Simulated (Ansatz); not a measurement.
# HfTeS monolayer, Janus: from the cell to its phonons, part 3 of 3

Task: relax HfTeS monolayer, Janus, then find its harmonic phonons.

Ansatz 0.2.0; DFT PBEsol, scalar-relativistic, plane waves, PAW; PAW set soft_1.

So far, highest frequency on the path or at a solved wavevector (cm⁻¹): step 6 (response at finite wavevector) 292.

## 7. Isotope substitution, element Hf, natural mass 178.486 amu (continued)

The same force constants with the mass of Hf changed from 178.486 to 173.940 u (phonopy, no LO-TO term). Both lists are sorted by frequency; levels can cross, so a row need not hold one and the same mode. Modes under 3 cm⁻¹ are left out. Isotope shifts, by row:

| q | rank | natural mass (cm⁻¹) | changed mass (cm⁻¹) |
| --- | --- | --- | --- |
| 0 0 0 | 4 | 90.2 | 90.66 |
| 0 0 0 | 5 | 90.2 | 90.66 |
| 0 0 0 | 6 | 178.1 | 178.8 |
| 0 0 0 | 7 | 227.7 | 228 |
| 0 0 0 | 8 | 227.7 | 228 |
| 0 0 0 | 9 | 292.1 | 292.8 |
| 0 0.25 0 | 1 | 32.4 | 32.62 |
| 0 0.25 0 | 2 | 51.69 | 52.13 |
| 0 0.25 0 | 3 | 83.33 | 83.97 |
| 0 0.25 0 | 4 | 93.48 | 93.82 |
| 0 0.25 0 | 5 | 133.2 | 133.7 |
| 0 0.25 0 | 6 | 166.2 | 167 |
| 0 0.25 0 | 7 | 237.3 | 237.5 |
| 0 0.25 0 | 8 | 265 | 265.3 |
| 0 0.25 0 | 9 | 284.1 | 284.7 |
| 0 -0.5 0 | 1 | 59.04 | 59.7 |
| 0 -0.5 0 | 2 | 62.49 | 63.03 |
| 0 -0.5 0 | 3 | 81.9 | 82.03 |
| 0 -0.5 0 | 4 | 113 | 113.7 |
| 0 -0.5 0 | 5 | 145.6 | 146.1 |
| 0 -0.5 0 | 6 | 157.2 | 158 |
| 0 -0.5 0 | 7 | 234.4 | 234.4 |
| 0 -0.5 0 | 8 | 266.6 | 267.1 |
| 0 -0.5 0 | 9 | 285.1 | 285.1 |
| 0.25 0.25 0 | 1 | 57.13 | 57.6 |
| 0.25 0.25 0 | 2 | 85.32 | 86.03 |
| 0.25 0.25 0 | 3 | 106.5 | 107.2 |
| 0.25 0.25 0 | 4 | 127.5 | 128 |
| 0.25 0.25 0 | 5 | 143.1 | 143.7 |
| 0.25 0.25 0 | 6 | 152.8 | 153.4 |
| 0.25 0.25 0 | 7 | 255.6 | 255.8 |
| 0.25 0.25 0 | 8 | 269.8 | 270.2 |
| 0.25 0.25 0 | 9 | 281.8 | 282 |

A mode of this element alone would shift by +1.30 %. The highest zone-centre frequency without the field goes from 292.1 to 292.8 cm⁻¹ (+0.2 %). The product of the frequency ratios over all optical modes at Γ is 1.019; the product rule, (m/m′)^(3k/2) (M′/M)^(3/2) with k = 1 such atoms and M the mass of the cell, gives 1.019.

## 8. Isotope substitution, element S, natural mass 32.06 amu

The same for S, from 32.06 to 33.97 u.

The same force constants with the mass of S changed from 32.060 to 33.968 u (phonopy, no LO-TO term). Both lists are sorted by frequency; levels can cross, so a row need not hold one and the same mode. Modes under 3 cm⁻¹ are left out. Isotope shifts, by row:

| q | rank | natural mass (cm⁻¹) | changed mass (cm⁻¹) |
| --- | --- | --- | --- |
| 0 0 0 | 4 | 90.2 | 90.19 |
| 0 0 0 | 5 | 90.2 | 90.19 |
| 0 0 0 | 6 | 178.1 | 177.7 |
| 0 0 0 | 7 | 227.7 | 221.9 |
| 0 0 0 | 8 | 227.7 | 221.9 |
| 0 0 0 | 9 | 292.1 | 285.3 |
| 0 0.25 0 | 1 | 32.4 | 32.33 |
| 0 0.25 0 | 2 | 51.69 | 51.59 |
| 0 0.25 0 | 3 | 83.33 | 83.15 |
| 0 0.25 0 | 4 | 93.48 | 93.47 |
| 0 0.25 0 | 5 | 133.2 | 133 |
| 0 0.25 0 | 6 | 166.2 | 166.1 |
| 0 0.25 0 | 7 | 237.3 | 231 |
| 0 0.25 0 | 8 | 265 | 258.1 |
| 0 0.25 0 | 9 | 284.1 | 277.2 |
| 0 -0.5 0 | 1 | 59.04 | 59.03 |
| 0 -0.5 0 | 2 | 62.49 | 62.41 |
| 0 -0.5 0 | 3 | 81.9 | 81.83 |
| 0 -0.5 0 | 4 | 113 | 112.9 |
| 0 -0.5 0 | 5 | 145.6 | 145.5 |
| 0 -0.5 0 | 6 | 157.2 | 156.8 |
| 0 -0.5 0 | 7 | 234.4 | 227.9 |
| 0 -0.5 0 | 8 | 266.6 | 260.3 |
| 0 -0.5 0 | 9 | 285.1 | 277.2 |
| 0.25 0.25 0 | 1 | 57.13 | 57.06 |
| 0.25 0.25 0 | 2 | 85.32 | 85.2 |
| 0.25 0.25 0 | 3 | 106.5 | 106.4 |
| 0.25 0.25 0 | 4 | 127.5 | 127.2 |
| 0.25 0.25 0 | 5 | 143.1 | 143 |
| 0.25 0.25 0 | 6 | 152.8 | 152.6 |
| 0.25 0.25 0 | 7 | 255.6 | 248.8 |
| 0.25 0.25 0 | 8 | 269.8 | 263 |
| 0.25 0.25 0 | 9 | 281.8 | 274.2 |

A mode of this element alone would shift by -2.85 %. The highest zone-centre frequency without the field goes from 292.1 to 285.3 cm⁻¹ (-2.4 %). The product of the frequency ratios over all optical modes at Γ is 0.925; the product rule, (m/m′)^(3k/2) (M′/M)^(3/2) with k = 1 such atoms and M the mass of the cell, gives 0.925.

## 9. Another isotope, element Te, natural mass 127.6 amu

The same for Te, from 127.60 to 129.91 u.

The same force constants with the mass of Te changed from 127.600 to 129.906 u (phonopy, no LO-TO term). Both lists are sorted by frequency; levels can cross, so a row need not hold one and the same mode. Modes under 3 cm⁻¹ are left out. Isotope shifts, by row:

| q | rank | natural mass (cm⁻¹) | changed mass (cm⁻¹) |
| --- | --- | --- | --- |
| 0 0 0 | 4 | 90.2 | 89.72 |
| 0 0 0 | 5 | 90.2 | 89.72 |
| 0 0 0 | 6 | 178.1 | 177.1 |
| 0 0 0 | 7 | 227.7 | 227.7 |
| 0 0 0 | 8 | 227.7 | 227.7 |
| 0 0 0 | 9 | 292.1 | 292.1 |
| 0 0.25 0 | 1 | 32.4 | 32.29 |
| 0 0.25 0 | 2 | 51.69 | 51.56 |
| 0 0.25 0 | 3 | 83.33 | 83.08 |
| 0 0.25 0 | 4 | 93.48 | 92.88 |
| 0 0.25 0 | 5 | 133.2 | 132.4 |
| 0 0.25 0 | 6 | 166.2 | 165.3 |
| 0 0.25 0 | 7 | 237.3 | 237.2 |
| 0 0.25 0 | 8 | 265 | 265 |
| 0 0.25 0 | 9 | 284.1 | 284.1 |
| 0 -0.5 0 | 1 | 59.04 | 58.97 |
| 0 -0.5 0 | 2 | 62.49 | 62.33 |
| 0 -0.5 0 | 3 | 81.9 | 81.28 |
| 0 -0.5 0 | 4 | 113 | 112.5 |
| 0 -0.5 0 | 5 | 145.6 | 144.6 |
| 0 -0.5 0 | 6 | 157.2 | 156.5 |
| 0 -0.5 0 | 7 | 234.4 | 234.3 |
| 0 -0.5 0 | 8 | 266.6 | 266.6 |
| 0 -0.5 0 | 9 | 285.1 | 285 |
| 0.25 0.25 0 | 1 | 57.13 | 56.97 |
| 0.25 0.25 0 | 2 | 85.32 | 85.09 |
| 0.25 0.25 0 | 3 | 106.5 | 106 |
| 0.25 0.25 0 | 4 | 127.5 | 126.8 |
| 0.25 0.25 0 | 5 | 143.1 | 142.3 |
| 0.25 0.25 0 | 6 | 152.8 | 151.9 |
| 0.25 0.25 0 | 7 | 255.6 | 255.6 |
| 0.25 0.25 0 | 8 | 269.8 | 269.8 |
| 0.25 0.25 0 | 9 | 281.8 | 281.8 |

A mode of this element alone would shift by -0.89 %. The highest zone-centre frequency without the field goes from 292.1 to 292.1 cm⁻¹ (-0.0 %). The product of the frequency ratios over all optical modes at Γ is 0.984; the product rule, (m/m′)^(3k/2) (M′/M)^(3/2) with k = 1 such atoms and M the mass of the cell, gives 0.983.

## 10. Results

```json
{"space group after relaxation (within 0.01 Å)": "P3m1", "area per atom": "4.03 Å²", "electronic character": "no gap on this mesh", "highest optical mode at the zone centre (no LO-TO term)": "292 cm⁻¹", "lowest optical zone-centre mode": "89.9 cm⁻¹", "lowest mode on the q mesh (acoustic modes at Γ apart)": "32.4 cm⁻¹", "highest frequency on the path or at a solved wavevector": "292 cm⁻¹", "imaginary modes on the 4×4×1 q mesh": "none"}
```

In words: No mode is imaginary at the 4 irreducible wavevectors solved, but between them the interpolated path dips to 3.3i cm⁻¹, so stability is not settled. The optical modes at Γ span 90 to 292 cm⁻¹. The highest mode in this list at Γ, 292.2 cm⁻¹, is mostly motion of S (83 % of the kinetic energy). With no gap, or one that is small against the smearing, the frequencies hang on the k mesh and the smearing, most of all near Kohn anomalies. In a sheet or slab the interpolated bending branch near Γ is rough, since the rotational sum rule isn't imposed. A semilocal functional can close a gap that the real compound would have, so the metallic treatment may be an artefact of the level. Spin-orbit coupling is left out, which can matter for the heavy elements here. The PAW files were made for PBE and serve the other functionals too. A phonon run warned that its eigensolver left some bands unconverged in a pass. The starting cell was built on a prototype and not taken from a measurement. These are harmonic frequencies at zero temperature: anharmonic shifts, linewidths and thermal expansion are left out.

[Logs are printed without paths, hosts, clocks, repeated set-up lines and the standing remarks that a program may print on its own settings, such as how far it seeks lower states.]

[Hosts, paths, dates, database ids (printed as entryN), source tags and the programs' standing remarks are cut or masked in the printed files.]
